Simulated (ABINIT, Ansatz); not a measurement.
# WS2 (P-6m2): from the cell to the phonon bands, part 3 of 3

How does WS2 (P-6m2) vibrate, and is this structure a minimum?

ABINIT 10.8.3; DFT LDA, scalar-relativistic, plane waves, PseudoDojo norm-conserving pseudopotentials.

So far. Step 5 (Zone-centre response): The acoustic modes at Γ come out as far as 0.2 cm⁻¹ from zero, where they should vanish, a small numerical error; the Born charges miss their sum rule by 0.0091 e, which is good. Step 6 (Modes with the sum rule): The rule moves no optical mode by more than 0.1 cm⁻¹.

**8. Interpolated phonon bands**

anaddb transforms the dynamical matrices to force constants and back along the path; points of the mesh come back as solved, but for the sum rule and, in polar crystals, the LO-TO term at Γ; the rest is interpolation.

The input, anaddb.abi:

```
ddb_filepath "all_DDB"
output_file "anaddb.abo"
outdata_prefix "anaddb"
ifcflag 1
ngqpt 3 3 1
nqshft 1
q1shft 0.0 0.0 0.0
asr 1
chneut 0
dipdip 0
dipquad 0
quadquad 0
enunit 0
eivec 0
nph1l 43
qph1l 
    0.0 0.0 0.0 1.0
    0.03571429 0.0 0.0 1.0
    0.07142857 0.0 0.0 1.0
    0.10714286 0.0 0.0 1.0
    0.14285714 0.0 0.0 1.0
    0.17857143 0.0 0.0 1.0
    0.21428571 0.0 0.0 1.0
    0.25 0.0 0.0 1.0
    0.28571429 0.0 0.0 1.0
    0.32142857 0.0 0.0 1.0
    0.35714286 0.0 0.0 1.0
    0.39285714 0.0 0.0 1.0
    0.42857143 0.0 0.0 1.0
    0.46428571 0.0 0.0 1.0
    0.5 0.0 0.0 1.0
    0.48809524 0.02380952 0.0 1.0
    0.47619048 0.04761905 0.0 1.0
    0.46428571 0.07142857 0.0 1.0
    0.45238095 0.0952381 0.0 1.0
    0.44047619 0.11904762 0.0 1.0
    0.42857143 0.14285714 0.0 1.0
    0.41666667 0.16666667 0.0 1.0
    0.4047619 0.19047619 0.0 1.0
    0.39285714 0.21428571 0.0 1.0
    0.38095238 0.23809524 0.0 1.0
    0.36904762 0.26190476 0.0 1.0
    0.35714286 0.28571429 0.0 1.0
    0.3452381 0.30952381 0.0 1.0
    0.33333333 0.33333333 0.0 1.0
    0.30952381 0.30952381 0.0 1.0
    0.28571429 0.28571429 0.0 1.0
    0.26190476 0.26190476 0.0 1.0
    0.23809524 0.23809524 0.0 1.0
    0.21428571 0.21428571 0.0 1.0
    0.19047619 0.19047619 0.0 1.0
    0.16666667 0.16666667 0.0 1.0
    0.14285714 0.14285714 0.0 1.0
    0.11904762 0.11904762 0.0 1.0
    0.0952381 0.0952381 0.0 1.0
    0.07142857 0.07142857 0.0 1.0
    0.04761905 0.04761905 0.0 1.0
    0.02380952 0.02380952 0.0 1.0
    0.0 0.0 0.0 1.0
```

The input, mrgddb.in:

```
all_DDB
merged
3
dfpt_gammao_DS2_DDB
dfpt_qo_DS1_DDB
dfpt_qo_DS2_DDB
```

Command:

```bash
> mrgddb < mrgddb.in > mrgddb.log
> OMP_NUM_THREADS=1 anaddb anaddb.abi > anaddb.log
```

anaddb.abo, the main output file:

```text
[banners, grids, parts of the stress and lines that vanish by symmetry left out]
-outvars_anaddb: echo values of input variables ----------------------

 Flags :
[...]
Dielectric Tensor and Effective Charges
[...]
Effective charge tensors after
[...]
Phonon wavevector (reduced coordinates) :  0.00000  0.00000  0.00000
 Phonon energies in Hartree :
[...]
Phonon frequencies in cm-1    :
-  0.000000E+00  0.000000E+00  0.000000E+00  2.997143E+02  2.997143E+02
-  3.612190E+02  3.612190E+02  4.214979E+02  4.429773E+02
[...]
Phonon wavevector (reduced coordinates) :  0.03571  0.00000  0.00000
 Phonon energies in Hartree :
[...]
Phonon frequencies in cm-1    :
-  8.541105E+00  1.462231E+01  2.427225E+01  3.000705E+02  3.008758E+02
-  3.610745E+02  3.610756E+02  4.213870E+02  4.420320E+02
[...]
Phonon wavevector (reduced coordinates) :  0.07143  0.00000  0.00000
 Phonon energies in Hartree :
[...]
Phonon frequencies in cm-1    :
-  1.781171E+01  2.912121E+01  4.804373E+01  3.011189E+02  3.042321E+02
-  3.606431E+02  3.606849E+02  4.210540E+02  4.392291E+02
[...]
Phonon wavevector (reduced coordinates) :  0.10714  0.00000  0.00000
 Phonon energies in Hartree :
[...]
Phonon frequencies in cm-1    :
-  2.825963E+01  4.336791E+01  7.082391E+01  3.028000E+02  3.094327E+02
-  3.599316E+02  3.601601E+02  4.204995E+02  4.346670E+02
[...]
Phonon wavevector (reduced coordinates) :  0.14286  0.00000  0.00000
 Phonon energies in Hartree :
[...]
Phonon frequencies in cm-1    :
-  3.996285E+01  5.722395E+01  9.214575E+01  3.050200E+02  3.159872E+02
-  3.589542E+02  3.596714E+02  4.197293E+02  4.285094E+02
[...]
Phonon wavevector (reduced coordinates) :  0.17857  0.00000  0.00000
 Phonon energies in Hartree :
[...]
Phonon frequencies in cm-1    :
-  5.271228E+01  7.053857E+01  1.115853E+02  3.076572E+02  3.233541E+02
-  3.577355E+02  3.594176E+02  4.187595E+02  4.209859E+02
[...]
Phonon wavevector (reduced coordinates) :  0.21429  0.00000  0.00000
 Phonon energies in Hartree :
[...]
Phonon frequencies in cm-1    :
-  6.613782E+01  8.314836E+01  1.287896E+02  3.105707E+02  3.310060E+02
-  3.563136E+02  3.595890E+02  4.123946E+02  4.176193E+02
[...]
Phonon wavevector (reduced coordinates) :  0.25000  0.00000  0.00000
 Phonon energies in Hartree :
[...]
Phonon frequencies in cm-1    :
-  7.980068E+01  9.487911E+01  1.435112E+02  3.136087E+02  3.384569E+02
-  3.547426E+02  3.603215E+02  4.031139E+02  4.163523E+02
  Phonon wavevector (reduced coordinates) :  0.28571  0.00000  0.00000
 Phonon energies in Hartree :
[...]
Phonon frequencies in cm-1    :
-  9.323905E+01  1.055497E+02  1.556414E+02  3.166175E+02  3.452450E+02
-  3.530934E+02  3.616539E+02  3.936343E+02  4.150156E+02
  Phonon wavevector (reduced coordinates) :  0.32143  0.00000  0.00000
 Phonon energies in Hartree :
[...]
Phonon frequencies in cm-1    :
-  1.059792E+02  1.149775E+02  1.652275E+02  3.194493E+02  3.508404E+02
-  3.514520E+02  3.634997E+02  3.846530E+02  4.136770E+02
  Phonon wavevector (reduced coordinates) :  0.35714  0.00000  0.00000
 Phonon energies in Hartree :
[...]
Phonon frequencies in cm-1    :
-  1.175281E+02  1.229857E+02  1.724590E+02  3.219683E+02  3.499150E+02
-  3.543771E+02  3.656502E+02  3.773364E+02  4.124117E+02
  Phonon wavevector (reduced coordinates) :  0.39286  0.00000  0.00000
 Phonon energies in Hartree :
[...]
Phonon frequencies in cm-1    :
-  1.273635E+02  1.294107E+02  1.776203E+02  3.240570E+02  3.485829E+02
-  3.545308E+02  3.678107E+02  3.734273E+02  4.113001E+02
  Phonon wavevector (reduced coordinates) :  0.42857  0.00000  0.00000
 Phonon energies in Hartree :
[...]
Phonon frequencies in cm-1    :
-  1.341114E+02  1.349423E+02  1.810237E+02  3.256197E+02  3.475505E+02
-  3.517866E+02  3.696577E+02  3.729400E+02  4.104242E+02
  Phonon wavevector (reduced coordinates) :  0.46429  0.00000  0.00000
 Phonon energies in Hartree :
[...]
Phonon frequencies in cm-1    :
-  1.369785E+02  1.397504E+02  1.829424E+02  3.265861E+02  3.468962E+02
-  3.489768E+02  3.709012E+02  3.735473E+02  4.098600E+02
[...]
Phonon wavevector (reduced coordinates) :  0.16667  0.16667  0.00000
 Phonon energies in Hartree :
[...]
Phonon frequencies in cm-1    :
-  9.144609E+01  1.146616E+02  1.561896E+02  3.183740E+02  3.426857E+02
-  3.557270E+02  3.592833E+02  3.910579E+02  4.163181E+02
[...]
Phonon wavevector (reduced coordinates) :  0.14286  0.14286  0.00000
 Phonon energies in Hartree :
[...]
Phonon frequencies in cm-1    :
-  7.561105E+01  1.011347E+02  1.437243E+02  3.132854E+02  3.352193E+02
-  3.564797E+02  3.587100E+02  4.020152E+02  4.186083E+02
[...]
Phonon wavevector (reduced coordinates) :  0.11905  0.11905  0.00000
 Phonon energies in Hartree :
[...]
Phonon frequencies in cm-1    :
-  5.959212E+01  8.632962E+01  1.271559E+02  3.089781E+02  3.270598E+02
-  3.573971E+02  3.587693E+02  4.128290E+02  4.201915E+02
[...]
Phonon wavevector (reduced coordinates) :  0.09524  0.09524  0.00000
 Phonon energies in Hartree :
[...]
Phonon frequencies in cm-1    :
-  4.420536E+01  7.045972E+01  1.067357E+02  3.055191E+02  3.188560E+02
-  3.584520E+02  3.592444E+02  4.211145E+02  4.227649E+02
[...]
Phonon wavevector (reduced coordinates) :  0.07143  0.07143  0.00000
 Phonon energies in Hartree :
[...]
Phonon frequencies in cm-1    :
-  3.023062E+01  5.369670E+01  8.303362E+01  3.029096E+02  3.113099E+02
-  3.595212E+02  3.599033E+02  4.215163E+02  4.311961E+02
[...]
Phonon wavevector (reduced coordinates) :  0.04762  0.04762  0.00000
 Phonon energies in Hartree :
[...]
Phonon frequencies in cm-1    :
-  1.825953E+01  3.622039E+01  5.679080E+01  3.011082E+02  3.051654E+02
-  3.604277E+02  3.605542E+02  4.215905E+02  4.376078E+02
[...]
Phonon wavevector (reduced coordinates) :  0.02381  0.02381  0.00000
 Phonon energies in Hartree :
[...]
Phonon frequencies in cm-1    :
-  8.411049E+00  1.824087E+01  2.882820E+01  3.000584E+02  3.011260E+02
-  3.610193E+02  3.610364E+02  4.215349E+02  4.416147E+02
[...]
Phonon wavevector (reduced coordinates) :  0.00000  0.00000  0.00000
 Phonon energies in Hartree :
[...]
Phonon frequencies in cm-1    :
-  0.000000E+00  0.000000E+00  0.000000E+00  2.997143E+02  2.997143E+02
-  3.612190E+02  3.612190E+02  4.214979E+02  4.429773E+02
[...]
Symmetry characters of vibration mode #   9
  1.0 -1.0 -1.0  1.0  1.0 -1.0 -1.0  1.0  1.0 -1.0 -1.0  1.0
-
```

The job ended after 0.62 s (1 thread of AMD EPYC 9R45, shared host).

Read from the output:

```
lowest frequency on the path : 0 cm⁻¹
```

Anaddb. Phonon branches along the path, in cm⁻¹:

```tsv
point	branch 1	branch 2	branch 3	branch 4	branch 5	branch 6	branch 7	branch 8	branch 9
Γ	0	0	0	300	300	361	361	422	443
halfway	80	95	144	314	338	355	360	403	416
M	138	141	184	327	347	348	371	374	410
halfway	144	146	181	339	346	351	369	371	404
K	146	148	186	343	354	357	363	368	398
halfway	91	115	156	318	343	356	359	391	416
Γ	0	0	0	300	300	361	361	422	443
```

The phonon branches as a text plot (rows in cm⁻¹):

```
    434 |*******                                           ******
    415 |*************************             ******************
    397 |          **             *************     ****
    378 |            ****************            ***
    360 |******************        ******************************
    341 |          **  **************************  *****
    323 |     ***** *************                *****  ***
    305 |***********                                  ***********
    286 |
    268 |
    249 |
    231 |
    212 |
    194 |                              *****
    175 |              ****************     *******
    157 |           ***                 **         ***
    138 |          *    ***************************   **
    120 |       ***  *****                       *****  *
    102 |          ****                            *  ** **
     83 |     ** ***                                *****  **
     65 |    ******                                     ***  *
     46 |  ******                                        ****
     28 | ****                                             *****
      9 |****                                                ****
         Γ                   M           K                      Γ
```

All branches are real along the path.

**9. Density of states**

Sums over the zone need many more wavevectors than were solved, so the interpolation is sampled on a dense mesh.

The input, anaddb.abi:

```
ddb_filepath "all_DDB"
output_file "anaddb.abo"
outdata_prefix "anaddb"
ifcflag 1
ngqpt 3 3 1
nqshft 1
q1shft 0.0 0.0 0.0
asr 1
chneut 0
dipdip 0
dipquad 0
quadquad 0
prtdos 1
dossmear 1.8d-05
ng2qpt 17 17 1
dosdeltae 4.5563e-06
ntemper 11
temperinc 100.0
tempermin 0.0
```

Command:

```bash
> OMP_NUM_THREADS=1 anaddb anaddb.abi > anaddb.log
```

anaddb.abo, the main output file:

```text
-outvars_anaddb: echo values of input variables ----------------------

 Flags :
     ifcflag         1
 Miscellaneous information :
         asr         1
      chneut         0
 Interatomic Force Constants Inputs :
      dipdip         0
     dipquad         0
    quadquad         0
      ifcana         0
      ifcout         0
 Description of grid 1 :
        brav         1
       ngqpt         3         3         1
      nqshft         1
      q1shft
                     0.00000000E+00  0.00000000E+00  0.00000000E+00
 Phonon DOS information :
   dosdeltae  4.55630000E-06
    dossmear  1.80000000E-05
 Description of grid 2 (Fourier interp. or BZ sampling):
      ng2qpt        17        17         1
      ngrids         4
      q2shft         0.00000000E+00  0.00000000E+00  0.00000000E+00

================================================================================

 read the DDB information and perform some checks

  ==== Info on the Cryst% object ====
 Real(R)+Recip(G) space primitive vectors, cartesian coordinates (Bohr,Bohr^-1):
 R(1)=  5.9026886  0.0000000  0.0000000  G(1)=  0.1694143  0.0978114  0.0000000
 R(2)= -2.9513443  5.1118783  0.0000000  G(2)=  0.0000000  0.1956228  0.0000000
 R(3)=  0.0000000  0.0000000 30.4245906  G(3)=  0.0000000  0.0000000  0.0328681
 Unit cell volume ucvol=  9.1802629E+02 bohr^3
 Angles (23,13,12)=  9.00000000E+01  9.00000000E+01  1.20000000E+02 degrees
 Time-reversal symmetry is present
 Reduced atomic positions [iatom, xred, symbol]:
    1)    0.3333333  0.6666667  0.5000000   W
    2)    0.6666667  0.3333333  0.5968690   S
    3)    0.6666667  0.3333333  0.4031310   S

 DDB file with 3 blocks has been read.

================================================================================

 Dielectric Tensor and Effective Charges

 anaddb : Zero the imaginary part of the Dynamical Matrix at Gamma,
   and impose the ASR on the effective charges

 Effective charge tensors after
 imposition of the charge neutrality (if requested by user),
 and eventual restriction to some part :
   atom    displacement
         1         1   -7.102164E-01    0.000000E+00    0.000000E+00
         1         2   -4.874517E-16   -7.102164E-01    0.000000E+00
         1         3    0.000000E+00    0.000000E+00   -9.700064E-02
         2         1    3.505606E-01    0.000000E+00    0.000000E+00
         2         2    1.492488E-16    3.505606E-01    0.000000E+00
         2         3    0.000000E+00    0.000000E+00    4.852567E-02
         3         1    3.505606E-01    0.000000E+00    0.000000E+00
         3         2    1.492488E-16    3.505606E-01    0.000000E+00
         3         3    0.000000E+00    0.000000E+00    4.852567E-02
 Now, the imaginary part of the dynamical matrix is zeroed

================================================================================

 Calculation of the interatomic forces

       Homogeneous q point set in the B.Z.
 Grid q points  :        9
  1)   0.00000000E+00  0.00000000E+00  0.00000000E+00
  2)   3.33333333E-01  0.00000000E+00  0.00000000E+00
  3)  -3.33333333E-01  0.00000000E+00  0.00000000E+00
  4)   0.00000000E+00  3.33333333E-01  0.00000000E+00
  5)   3.33333333E-01  3.33333333E-01  0.00000000E+00
  6)  -3.33333333E-01  3.33333333E-01  0.00000000E+00
  7)   0.00000000E+00 -3.33333333E-01  0.00000000E+00
  8)   3.33333333E-01 -3.33333333E-01  0.00000000E+00
  9)  -3.33333333E-01 -3.33333333E-01  0.00000000E+00

 The interatomic forces have been obtained

================================================================================

 Calculation of phonon density of states

 Average speed of sound partial sums:     0.1612166382E-02 (at units)
-                                   =           3.5269 [km/s]

 Debye frequency from partial sums:     0.6465594663E-03 (Ha)
-                                 =     0.4254156924E+01 (THz)
-Debye temperature from partial sums:     0.2041673315E+03 (K)

 Average speed of sound:     0.2049330835E-03 (at units)
-                      =           0.4483 [km/s]

 Debye frequency from DOS:     0.8218843075E-04 (Ha)
-                        =     0.5407738963E+00 (THz)
-Debye temperature from DOS:     0.2595305376E+02 (K)

-
```

Wall time 0.62 s (1 thread).

Read from the output:

| Item | Value |
| --- | --- |
| zero-point energy per atom | 53.04 meV |
| heat capacity at 300 K | 21.01 J/(mol atoms K) |
| vibrational entropy at 300 K | 22.59 J/(mol atoms K) |

The phonon density of states has structure finer than the step of the table below, so its rows give means over 20 cm⁻¹, whole bins alone (the curve runs from -30 to 471 cm⁻¹). Peaks (cm⁻¹: height): 144.0: 0.0565, 180.0: 0.0398, 351.0: 0.131, 411.0: 0.0569.

Gaussian, 4 cm-1. Table of phonon density of states by wavenumber; means over each step:

```tsv
wavenumber (cm⁻¹)	phonon density of states (1/cm⁻¹/cell)
-20	5.8e-6
0	6.8e-4
20	0.00318
40	0.00587
60	0.00728
80	0.0103
100	0.0144
120	0.0218
140	0.0463
160	0.0131
180	0.0264
200	6.9e-4
220	0
240	0
260	0
280	1.8e-5
300	0.0108
320	0.0307
340	0.0544
360	0.108
380	0.0306
400	0.0270
420	0.0354
440	0.00333
460	1.9e-5
```

Harmonic thermodynamic functions per atom, summed over the density of states scaled to three modes an atom; melting is ignored. Thermodynamic functions:

```tsv
T (K)	F_vib (meV/atom)	S (J/mol-atom/K)	C_V (J/mol-atom/K)
0	53.04	0	0
50	52.73	1.741	3.28
100	50.86	5.662	8.768
200	40.27	14.75	17.39
300	20.77	22.59	21.01
400	-6.01	28.88	22.59
500	-38.69	34.01	23.39
600	-76.23	38.32	23.85
700	-117.9	42.02	24.13
800	-163.2	45.26	24.32
900	-211.6	48.13	24.45
1000	-262.9	50.71	24.54
```

At 300 K the heat capacity has reached 84 % of the Dulong-Petit value.

**10. Summary of results**

```yaml
space_group_after_relaxation: P-6m2
area_per_atom: 2.82 Å²
highest_optical_zone_centre_mode_no_lo_to_term: 443.0 cm⁻¹
lowest_optical_zone_centre_mode: 299.7 cm⁻¹
q_mesh: 3×3×1
lowest_mode_on_the_q_mesh_acoustic_ones_at_the_zone_centre_apart: 110.0 cm⁻¹
zero_point_energy_per_atom: 53.0 meV
heat_capacity_at_300_k: 21.0 J/(mol atoms K)
vibrational_entropy_at_300_k: 22.6 J/(mol atoms K)
imaginary_modes_on_the_q_mesh: none
```

In words: WS2 (P-6m2) is dynamically stable on the 3×3×1 mesh; its spectrum reaches 443 cm⁻¹. At the LDA level the optical modes of WS2 (P-6m2) at the zone centre run from 300 to 443 cm⁻¹. Along axes with an odd number of divisions the mesh misses the zone-boundary points at one half, where instabilities often lie; those are only interpolated. These are harmonic frequencies at zero temperature: anharmonic shifts and linewidths and thermal expansion are left out. Spin-orbit coupling is left out, which can matter for the heavy elements here. The sheet is repeated along c with vacuum between and no cut of the Coulomb interaction; dielectric tensors refer to the cell with its vacuum, no LO-TO term enters the bands, and the bending branch near Γ is rough. A run in a second program is left out, since it treats the direction across the vacuum otherwise. The sheet was typed on a prototype.

[Host names and launcher messages were left out of these logs when they were recorded.]

[Logs are printed without paths, hosts, clocks, repeated set-up lines and the standing remarks that a program may print on its own settings, such as how far it seeks lower states.]

[Hosts, paths, dates, database ids (printed as entryN), source tags and the programs' standing remarks are cut or masked in the printed files.]
